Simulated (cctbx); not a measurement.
## What is wrong with this refinement?

Cell a = 18.9900 Å, b = 7.1950 Å, c = 6.7810 Å, α = 90.00°, β = 90.00°, γ = 90.00°; space group Ima2 (no. 46). The compound is Sr2In2S5.

The data are simulated with cctbx, not measured: Cu Kα, λ = 1.54184 Å, to d = 0.83 Å, 80 % of the full sphere, strongest reflection 20000 counts, noise from counting, a 3 % proportional error and a noise floor of 8 counts (s.d.); no absorption.

An anisotropic refinement with weights 1/σ² prints:

```text
Rint 0.029, 865 unique reflections to 0.83 A
cycle     R1     wR2    GooF  max shift (A)
   1  0.1021  0.2495   7.783   0.02416
   2  0.1030  0.2441   7.617   0.00010
final R1 0.1030 wR2 0.2441 GooF 7.617  parameters 38  data/parameter 22.8
atom        x        y        z      Ueq    occ   su(xyz)  su(Uiso or U11)
In1    0.75000  0.93581  0.47060   0.0059  1.000  0.00045  0.0014
In2    0.00000  0.00000  0.51601   0.0050  1.000  0.00043  0.0014
Sr1    0.60655  0.47634  0.50320   0.0060  1.000  0.00045  0.0013
S1     0.63955  0.44391  0.02384   0.0101  1.000  0.00121  0.0038
S2     0.98738  0.73649  0.75328   0.0084  1.000  0.00148  0.0035
difference map: max 24.56 min -3.18 rms 0.94
Q1    0.2500  0.1299  0.1156    4   25.13  2.41 A from In1
Q2    0.2500  0.1272  0.8598    4   10.90  2.34 A from In1
Q3    0.2500  0.6352  0.4192    4    5.53  2.90 A from Sr1
Q4    0.2500  0.0653  0.4678    4    5.36  0.02 A from In1
Q5    0.0000  0.0000  0.5205    4    4.94  0.03 A from In2
Q6    0.1051  0.6341  0.8531    8    4.55  1.44 A from S1
```

**Question.** Can this result stand? If not, what is the likely fault?

Mend it. The fault: an atom left out, S at (3/4, 0.8718, 0.1164). Against the right model at the same level, R1 goes from 0.0132 to 0.1030 and GooF from 0.96 to 7.62 and the top difference peak, 25.1 e/Å³, lies 2.41 Å from In1. Q1 is the missing atom. With scattering power missing, scale and phases suffer, so peaks may also grow on the heavy atoms.

The compound is Sr2In2S5. The right model at the same level gives:

```text
Rint 0.029, 865 unique reflections to 0.83 A
cycle     R1     wR2    GooF  max shift (A)
   1  0.0134  0.0314   0.984   0.00050
   2  0.0132  0.0308   0.964   0.00000
final R1 0.0132 wR2 0.0308 GooF 0.964  parameters 44  data/parameter 19.7
atom        x        y        z      Ueq    occ   su(xyz)  su(Uiso or U11)
In1    0.75000  0.93623  0.47062   0.0064  1.000  0.00005  0.0002
In2    0.00000  0.00000  0.51606   0.0052  1.000  0.00005  0.0002
Sr1    0.60657  0.47607  0.50311   0.0074  1.000  0.00006  0.0002
S1     0.75000  0.87168  0.11533   0.0080  1.000  0.00020  0.0007
S2     0.63850  0.44268  0.02523   0.0095  1.000  0.00015  0.0005
S3     0.98755  0.73749  0.75174   0.0087  1.000  0.00020  0.0004
Flack x: -0.008(6)
Hooft y: -0.004(8)  Bijvoet pairs: 386
difference map: max 0.43 min -0.40 rms 0.10
Q1    0.2500  0.5437  0.9794    4    0.46  0.78 A from In1
Q2    0.2500  0.7526  0.2921    4    0.37  2.55 A from In1
Q3    0.1829  0.6157  0.4963    8    0.37  1.59 A from Sr1
Q4    0.0913  0.2347  0.1886    8    0.34  1.56 A from S3
Q5    0.0259  0.5522  0.9204    8    0.34  0.90 A from In2
Q6    0.0624  0.7319  0.1886    8    0.33  1.50 A from S3
```

Isotropic U is held between 0.0001 and 1 Å² by the program, and listed peak heights are interpolated, so they can pass the grid's maximum.

The model is made up (kin elements in a known structure type, no relaxation), so it says nothing on whether the phase exists.

[Middle refinement cycles are left out of these outputs.]

[Logs are printed without paths, hosts, clocks, repeated set-up lines and the standing remarks that a program may print on its own settings, such as how far it seeks lower states.]
